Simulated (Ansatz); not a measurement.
# TiIn2 (built on the sites of a database entry of HfB2): phonons and vibrational spectra, part 2 of 3

Task: relax TiIn2 (built on the sites of a database entry of HfB2), then find its harmonic phonons.

Ansatz 0.2.0; DFT PBEsol, scalar-relativistic, plane waves, PAW.

So far. Step 4 (Tight relaxation): The forces vanish by symmetry and the pressure is 0.002 GPa, within the tolerances set. The cell now holds 20.22 Å³/atom. The relaxed cell has a = 4.861, c = 2.964 Å (conventional setting).

The structure was built from a prototype and need not be the compound's stable phase.

## (5) Linear response at the zone centre

The zone centre comes first: it holds the modes that light can see, as far as symmetry allows. No field response is asked, since the mesh shows no gap.

File input.yaml:

```yaml
crystal:
  lattice:
    - [4.8611268095, 0.0, 0.0]
    - [-2.4305634048, 4.2098593081, 0.0]
    - [0.0, 0.0, 2.9644665336]
  atoms:
    - { symbol: Ti, position: [0.0, 0.0, 0.0] }
    - { symbol: In, position: [0.3333333333, 0.6666666667, 0.5] }
    - { symbol: In, position: [0.6666666667, 0.3333333333, 0.5] }
kpoints:
  mp_grid: { grid: [10, 10, 12] }
hamiltonian:
  xc: pbesol
scf:
  occupations: { method: methfessel_paxton, width: 0.15 }
output:
  eigenvalues: true
phonons:
  method: dfpt
```

Started as:

```console
$ ansatz run input.yaml --threads 8 --pin off --max-ram 14336MiB --backend cpu --events-out ev --progress --plain --runs-dir out
```

Numbers of over 12 decimals in the logs are rounded to 6 here.

The program printed:

```text
zone centre: on kpoints.mp_grid the ground state, and the responses unless they are solved on pairs of k-points, stand on 217 of the mesh's 1200 k-points, reduced under 4 symmetry operations, with k and −k counted as one. Each operation leaves every solved displacement unchanged or reverses it
[...]
Crystal: 3 atoms, lattice volume = 60.667 Å³
Basis set: ecut = 420 eV, 1179 PW (Γ), exchange–correlation on 72×72×40 points (8 copies of the dense FFT grid, shifted against one another)
Bands: 23, of which v1, the nominal top of the filled ones, is band 19 counted from 1 (18 counted from 0)
Symmetry: 24 space group operations
k-points: 217 of 1200 (irreducible under 4 space group operations, time reversal used)
[...]
SCF iter   1: F=—  HF=-13524.605882 eV  |F-HF|=—  |Δ(HF+E_count)|=         —  Δρ=8.02e-3  dr2=5.08e-2  ethr=1.77e-3  ⟨swp⟩=5.5  Hψ=23157  notcnv=0
[...]
SCF iter   9: F=-13524.595865 eV  HF=-13524.595865 eV  |F-HF|=1.82e-12  |Δ(HF+E_count)|=  2.00e-11  S|Δr|=    0.00e0  Δρ=4.24e-8  dr2=8.62e-13  ethr=1.00e-12  ⟨swp⟩=5.3  Hψ=19927  notcnv=0
SCF 1 converged in 9 iterations: F = -13524.595865 eV  dr2 = 8.62e-13
[...]
DFPT response loops at Γ: preconditioner auto → Kerker (q_TF=auto, 2.524 Å⁻¹) (partly filled bands, converged f_vac=0.000); β = 1.00, the filter's whole step (`scf.mixing.beta` (0.50) is not read by the response loops under this deck's `scf.mixing.preconditioner`; to damp them name `kerker` or `kerker_dos`, under which they read `scf.mixing.beta`, and type it under 1.00, their step now; both keys bind the ground state too); Broyden in place of MSR1
SCF converged after 9 iterations
[...]
Free energy (F): -13524.595865 eV
[...]
Internal energy: -13524.591911 eV  (E = F + TS)
E sigma→0 (E₀):  -13524.594876 eV
Entropy (-TS):   -0.003954 eV (-1.318 meV/atom)
Fermi energy:    13.120718 eV
[...]
--- Band table (eV; the first three rows and the last of 217) ---
  k-point 0: bands = [... 15 lower, 10.4232, 10.4232, 11.2954, 12.1220, 14.0021, 14.0021, 14.8523, 14.8523]
  k-point 1: bands = [... 15 lower, 10.5549, 10.5549, 11.3938, 12.2536, 13.7425, 13.7425, 15.1772, 15.1772]
  k-point 2: bands = [... 15 lower, 10.9373, 10.9373, 11.6957, 12.5602, 13.3168, 13.3168, 15.8134, 15.8134]
  k-point 216: bands = [... 15 lower, 9.6447, 9.9595, 11.2078, 11.4018, 13.9040, 14.1559, 14.2741, 15.0072]
--- Phonons (Γ-DFPT): 4 representative perturbations + reference, on 217 of 1200 k-points (Σ response iterations 12) ---
  k mesh reduced under 4 symmetry operations, with k and −k counted as one. Each operation leaves every solved displacement unchanged or reverses it
  ASR residual: 3.031e-5 → 0.000e0 eV/Å²; symmetrization residual: 2.165e-6 eV/Å²
  ASR residual per site (eV/Å²): 3.03e-5 1.95e-5 1.95e-5
  Γ frequencies (cm⁻¹): 0.00 0.00 0.00 30.83 120.49 120.49 134.88 161.00 161.00
  non-analytic LO–TO correction: not included (Born effective charges unavailable; polar crystals: no LO–TO splitting at Γ)
```

Wall time 2.1 min (8 threads of Arm Neoverse N1, shared host); peak memory 1.4 GiB; 5.3 min of CPU time.

Numbers from this step:

```yaml
sum_rule_residual_before_enforcement: 3.03e-5 eV/Å²
point_group: 6/mmm
highest_optical_mode_at_the_zone_centre_no_lo_to_term: 161 cm⁻¹
lowest_optical_zone_centre_mode: 30.83 cm⁻¹
```

Patterns of degenerate modes are one choice out of their space. The modes at Γ (shares of kinetic energy by element, %):

| mode | frequency (cm⁻¹) | symmetry | Ti % | In % |
| --- | --- | --- | --- | --- |
| 1 | 0.0 | acoustic | 17 | 83 |
| 2 | 0.0 | acoustic | 17 | 83 |
| 3 | 0.0 | acoustic | 17 | 83 |
| 4 | 30.8 | B1g | 0 | 100 |
| 5 | 120.5 | E1u | 83 | 17 |
| 6 | 120.5 | E1u | 83 | 17 |
| 7 | 134.9 | A2u | 83 | 17 |
| 8 | 161.0 | E2g | 0 | 100 |
| 9 | 161.0 | E2g | 0 | 100 |

Displacements in mode 4 (30.8 cm⁻¹), the largest set to 1:
```
Ti1  0.00  0.00  0.00
In2  0.00  0.00 -1.00
In3  0.00  0.00  1.00
```

Displacements in mode 9 (161.0 cm⁻¹), the largest set to 1:
```
Ti1  0.00  0.00  0.00
In2  1.00  0.36  0.00
In3 -1.00 -0.36  0.00
```

Before it was imposed, the acoustic sum rule was missed by 3.0e-5 eV/Å². Small misses are needed for a sound result but don't prove that mesh and cutoff are converged. The lowest optical mode is real, 30.8 cm⁻¹.

## (6) Response at finite wavevector

Stability and thermal properties need the whole zone. Linear response on a 2×2×4 q mesh gives force constants as far as a supercell of that size would.

Changes to input.yaml since step 5:

```diff
@@ -19 +19,9 @@
   method: dfpt
+  qmesh: [2, 2, 4]
+  temperatures: { t_max: 1000, t_step: 50 }
+  qpath:
+    path:
+      - [[0.0, 0.0, 0.0], [0.5, 0.0, 0.0], [0.33333333, 0.33333333, 0.0], [0.0, 0.0, 0.0], [0.0, 0.0, 0.5], [0.5, 0.0, 0.5], [0.33333333, 0.33333333, 0.5], [0.0, 0.0, 0.5]]
+      - [[0.5, 0.0, 0.5], [0.5, 0.0, 0.0]]
+      - [[0.33333333, 0.33333333, 0.5], [0.33333333, 0.33333333, 0.0]]
+    npoints: 10
```

The program printed:

```text
Warning: phonons: the dynamical matrix that this run interpolates holds no multipole term above the dipole-dipole one, and a site of this crystal is no centre of inversion, so its interpolated transverse optical and acoustic branches and sound speeds can stay off near Gamma, and the density of states and the thermodynamics with them. What a run solves at a wave vector of phonons.qpoints, Gamma apart, where the deck admits one, is free of this, and under fd what a larger phonons.supercell samples
[...]
Crystal: 3 atoms, lattice volume = 60.667 Å³
Basis set: ecut = 420 eV, 1179 PW (Γ), exchange–correlation on 72×72×40 points (8 copies of the dense FFT grid, shifted against one another)
Bands: 23, of which v1, the nominal top of the filled ones, is band 19 counted from 1 (18 counted from 0)
Symmetry: 24 space group operations
k-points: 98 of 1200
[...]
SCF iter   1: F=—  HF=-13524.605883 eV  |F-HF|=—  |Δ(HF+E_count)|=         —  Δρ=8.02e-3  dr2=5.07e-2  ethr=1.77e-3  ⟨swp⟩=5.6  Hψ=10478  notcnv=0
[...]
SCF iter   9: F=-13524.595865 eV  HF=-13524.595865 eV  |F-HF|=3.64e-12  |Δ(HF+E_count)|=  1.27e-11  S|Δr|=    0.00e0  Δρ=4.24e-8  dr2=8.66e-13  ethr=1.00e-12  ⟨swp⟩=5.3  Hψ=9020  notcnv=0
SCF 1 converged in 9 iterations: F = -13524.595865 eV  dr2 = 8.66e-13
[...]
SCF iter   3: F=-13524.595865 eV  HF=-13524.595865 eV  |F-HF|=1.82e-12  |Δ(HF+E_count)|=  9.09e-12  S|Δr|=    0.00e0  Δρ=7.49e-8  dr2=3.14e-12  ethr=1.00e-12  ⟨swp⟩=1.0  Hψ=4915  notcnv=0
SCF 2 converged in 3 iterations: F = -13524.595865 eV  dr2 = 3.14e-12
phonons: the bands overlap, so this run is a metal and interpolates without the dipole-dipole term. If the crystal is really an insulator or semiconductor, its LO-TO splitting is missing
NSCF: frozen V_eff on 98 k-points
[...]
DFPT response loops at q = (0, 0, 0) (fractional): preconditioner auto → Kerker (q_TF=auto, 2.524 Å⁻¹) (partly filled bands, converged f_vac=0.000); β = 1.00, the filter's whole step (`scf.mixing.beta` (0.50) is not read by the response loops under this deck's `scf.mixing.preconditioner`; to damp them name `kerker` or `kerker_dos`, under which they read `scf.mixing.beta`, and type it under 1.00, their step now; both keys bind the ground state too); Broyden in place of MSR1
[...]
SCF converged after 9 iterations
[...]
Free energy (F): -13524.595865 eV
[...]
Internal energy: -13524.591911 eV  (E = F + TS)
E sigma→0 (E₀):  -13524.594876 eV
Entropy (-TS):   -0.003954 eV (-1.318 meV/atom)
Fermi energy:    13.120718 eV
[...]
--- Band table (eV; the first three rows and the last of 98) ---
  k-point 0: bands = [... 15 lower, 10.4232, 10.4232, 11.2954, 12.1220, 14.0021, 14.0021, 14.8523, 14.8523]
  k-point 1: bands = [... 15 lower, 10.5549, 10.5549, 11.3938, 12.2536, 13.7425, 13.7425, 15.1772, 15.1772]
  k-point 2: bands = [... 15 lower, 10.9373, 10.9373, 11.6957, 12.5602, 13.3168, 13.3168, 15.8134, 15.8134]
  k-point 97: bands = [... 15 lower, 9.1101, 10.4212, 10.8620, 11.4368, 13.7348, 14.2408, 14.3865, 14.5738]
--- Phonons (Γ-DFPT): 4 representative perturbations + reference (Σ response iterations 12) ---
  ASR residual: 3.131e-5 → 0.000e0 eV/Å²; symmetrization residual: 2.250e-6 eV/Å²
  ASR residual per site (eV/Å²): 3.13e-5 1.88e-5 1.88e-5
  Γ frequencies (cm⁻¹): 0.00 0.00 0.00 30.83 120.49 120.49 134.88 161.00 161.00
--- Phonons (arbitrary-q DFPT): 6 irreducible q on the 2×2×4 mesh ---
  q = [0.0000, 0.0000, 0.0000] (star 1, of the zone-centre solve; hermiticity 7.50e-7, symmetrization 2.38e-10): -0.00 0.00 0.00 30.83 120.49 120.49 134.88 161.00 161.00
  q = [0.0000, 0.0000, 0.2500] (star 2, 4 solved perturbations in 1080 linear systems a pass and spin channel, the states on 372 of 1200 k-point pairs; hermiticity 1.28e-6, symmetrization 2.17e-9): 52.24 52.24 96.49 109.01 123.96 123.96 161.54 161.54 171.39
[...]
q = [0.0000, -0.5000, 0.0000] (star 3, 6 solved perturbations on 217 of 1200 k-point pairs; hermiticity 2.99e-6, symmetrization 2.68e-10): -121.84 -33.21 41.96 49.94 66.39 118.58 144.11 147.44 180.29
[...]
sum rule: each row above includes the acoustic sum rule's correction from the zone centre's row sums; it moved no ω² by more than (0.42 cm⁻¹)²
  mesh force constants: q→R imaginary residual 1.03e-17; ASR residual 3.131e-5 → 0.000e0 eV/Å²; symmetrization residual 7.105e-15 eV/Å²
  interpolated dispersion: 93 rows × 9 modes
  density of states and harmonic sums: on the 16×16×24 q-mesh, interpolated from the force constants of a 2×2×4 supercell (no non-analytic term)
  largest difference from the sums on the solved wave vectors: F 7.56e-3 eV, S 1.80e-5 and C_V 1.24e-5 eV/K
  zero-point energy: 0.058963 eV/cell   skipped modes (ω ≤ 0): 307, of them read as no rigid motion or as one in doubt: 304 (8.154e-1 modes/cell left out, lowest -121.84 cm⁻¹)   left out of the sums: 9.07e-2 of the cell's modes: C_V's classical limit lies that fraction below 3 k_B per atom; for a crystal, a wire or a layer, F and S can be off by more, and a phonons.interpolated_qmesh denser along its periods is the remedy for the sampling
```

Elapsed: 8.4 min, on 8 threads; peak memory 1.8 GiB; 38 min of CPU time.

Numbers from this step:

| Item | Value |
| --- | --- |
| sum-rule residual before enforcement | 3.13e-5 eV/Å² |
| lowest frequency on the path | -121.8 cm⁻¹ |
| highest frequency on the path or at a solved wavevector | 190.9 cm⁻¹ |
| lowest mode on the q mesh (acoustic modes at Γ apart) | -121.8 cm⁻¹ |

Frequencies (cm⁻¹) solved at each irreducible wavevector; negative means imaginary. Frequencies by wavevector, by row:

| q in reciprocal lattice units | star | mode 1 | mode 2 | mode 3 | mode 4 | mode 5 | mode 6 | mode 7 | mode 8 | mode 9 |
| --- | --- | --- | --- | --- | --- | --- | --- | --- | --- | --- |
| 0 0 0 | 1 | 0 | 0 | 0 | 30.8 | 120.5 | 120.5 | 134.9 | 161 | 161 |
| 0 0 0.25 | 2 | 52.2 | 52.2 | 96.5 | 109 | 124 | 124 | 161.5 | 161.5 | 171.4 |
| 0 0 -0.5 | 1 | 61.5 | 61.5 | 133.2 | 139 | 149.8 | 149.8 | 160.2 | 162.2 | 162.2 |
| 0 -0.5 0 | 3 | -121.8 | -33.2 | 42 | 49.9 | 66.4 | 118.6 | 144.1 | 147.4 | 180.3 |
| 0 -0.5 0.25 | 6 | -77.8 | 10.5 | 76.6 | 92.7 | 103.5 | 142 | 149.3 | 165.1 | 177.2 |
| 0 -0.5 -0.5 | 3 | 33.7 | 98.2 | 107 | 111.5 | 123.3 | 142.4 | 163.7 | 168.1 | 190.9 |

Interpolated from a 2×2×4 q mesh. The phonon branches at the labelled points (cm⁻¹):

| point | branch 1 | branch 2 | branch 3 | branch 4 | branch 5 | branch 6 | branch 7 | branch 8 | branch 9 |
| --- | --- | --- | --- | --- | --- | --- | --- | --- | --- |
| Γ | 0 | 0 | 0 | 31 | 120 | 120 | 135 | 161 | 161 |
| halfway | -71 | 36 | 39 | 60 | 65 | 96 | 140 | 162 | 173 |
| M | -122 | -33 | 42 | 50 | 66 | 119 | 144 | 147 | 180 |
| halfway | -110 | -44 | 43 | 44 | 49 | 121 | 144 | 148 | 177 |
| K | -76 | -76 | -48 | 47 | 47 | 136 | 136 | 150 | 173 |
| halfway | -79 | 38 | 42 | 48 | 74 | 86 | 142 | 160 | 174 |
| Γ | 0 | 0 | 0 | 31 | 120 | 120 | 135 | 161 | 161 |
| halfway | 52 | 52 | 96 | 109 | 124 | 124 | 162 | 162 | 171 |
| A | 62 | 62 | 133 | 139 | 150 | 150 | 160 | 162 | 162 |
| halfway | 49 | 76 | 122 | 132 | 138 | 138 | 160 | 165 | 181 |
| L | 34 | 98 | 107 | 112 | 123 | 142 | 164 | 168 | 191 |
| halfway | 27 | 105 | 106 | 107 | 125 | 148 | 154 | 178 | 185 |
| H | 20 | 102 | 102 | 125 | 125 | 129 | 172 | 172 | 182 |
| halfway | 44 | 82 | 120 | 121 | 138 | 146 | 154 | 170 | 182 |
| A | 62 | 62 | 133 | 139 | 150 | 150 | 160 | 162 | 162 |
| jump to L | 34 | 98 | 107 | 112 | 123 | 142 | 164 | 168 | 191 |
| halfway | -78 | 10 | 77 | 93 | 104 | 142 | 149 | 165 | 177 |
| M | -122 | -33 | 42 | 50 | 66 | 119 | 144 | 147 | 180 |
| jump to H | 20 | 102 | 102 | 125 | 125 | 129 | 172 | 172 | 182 |
| halfway | -27 | -21 | -21 | 109 | 109 | 143 | 143 | 150 | 179 |
| K | -76 | -76 | -48 | 47 | 47 | 136 | 136 | 150 | 173 |

The phonon branches as a text plot (rows in cm⁻¹):

```
    184 |    ***                    **********   **  ********
    171 | ***   ********    ***   ****** ** **** ****    *   ****
    158 |****       *********************  * ******  ***  ** **
    145 |   **********    *    **********   *************  *** **
    132 |***     **   ****   *********   ********    **  **   ***
    119 |*    ***  *   ********     ******* **   ***   ******
    106 | ** *        **    **       *******     ** *
     93 | * *       * *     *        **     *    *****   **  *
     80 |  *         *              *        *      * **      *
     67 |   ****    *      *    ****          ***    ** *  *   *
     54 |  * ******* *    * ****  **          **   *   **   *   *
     41 | *************  * *        **      **          *
     28 |***        * *****           *** **     ***
     15 |*             * *               *          *    **
      2 |               *                                  *
    -11 |*                                           *
    -24 |    *     *                                  **    *
    -37 | *   ** * *   *                                *    **
    -50 |  *    ***   *                                      * **
    -63 |                                                     *
    -76 |            *                              *          **
    -89 |   *    ** *
   -102 |          *                                 *
   -115 |    ****                                     ***
         Γ    M   K     Γ       A     L  H     A|L     M|H      K
```

Tetrahedra on a 16×16×24 mesh, mean over bins of 5 cm-1. Interpolated from a 2×2×4 q mesh. Phonon density of states against wavenumber; read off at these points:

wavenumber (cm⁻¹), phonon density of states (1/cm⁻¹/cell) and a bar:
```
     -122      0.000 
     -112      0.004 #
     -108      0.006 #
      -98      0.009 ##
      -88      0.008 ##
      -78      0.006 ##
      -72      0.005 #
      -62      0.005 #
      -52      0.005 #
      -48      0.006 ##
      -38      0.010 ###
      -28      0.010 ###
      -22      0.008 ##
      -12      0.006 ##
       -2      0.006 #
        8      0.006 ##
       12      0.007 ##
       22      0.014 ####
       32      0.025 #######
       38      0.027 #######
       48      0.041 ###########
       58      0.037 ##########
       62      0.035 #########
       72      0.046 #############
       82      0.042 ###########
       92      0.047 #############
       98      0.051 ##############
      102      0.053 ##############
      108      0.052 ##############
      118      0.042 ###########
      122      0.037 ##########
      132      0.036 ##########
      142      0.085 #######################
      148      0.082 ######################
      158      0.088 ########################
      162      0.099 ###########################
      168      0.053 ##############
      178      0.111 ##############################
      182      0.029 ########
      192      0.000
```

(Continued in part 3 of 3.)

[Logs are printed without paths, hosts, clocks, repeated set-up lines and the standing remarks that a program may print on its own settings, such as how far it seeks lower states.]

[Hosts, paths, dates, database ids (printed as entryN), source tags and the programs' standing remarks are cut or masked in the printed files.]
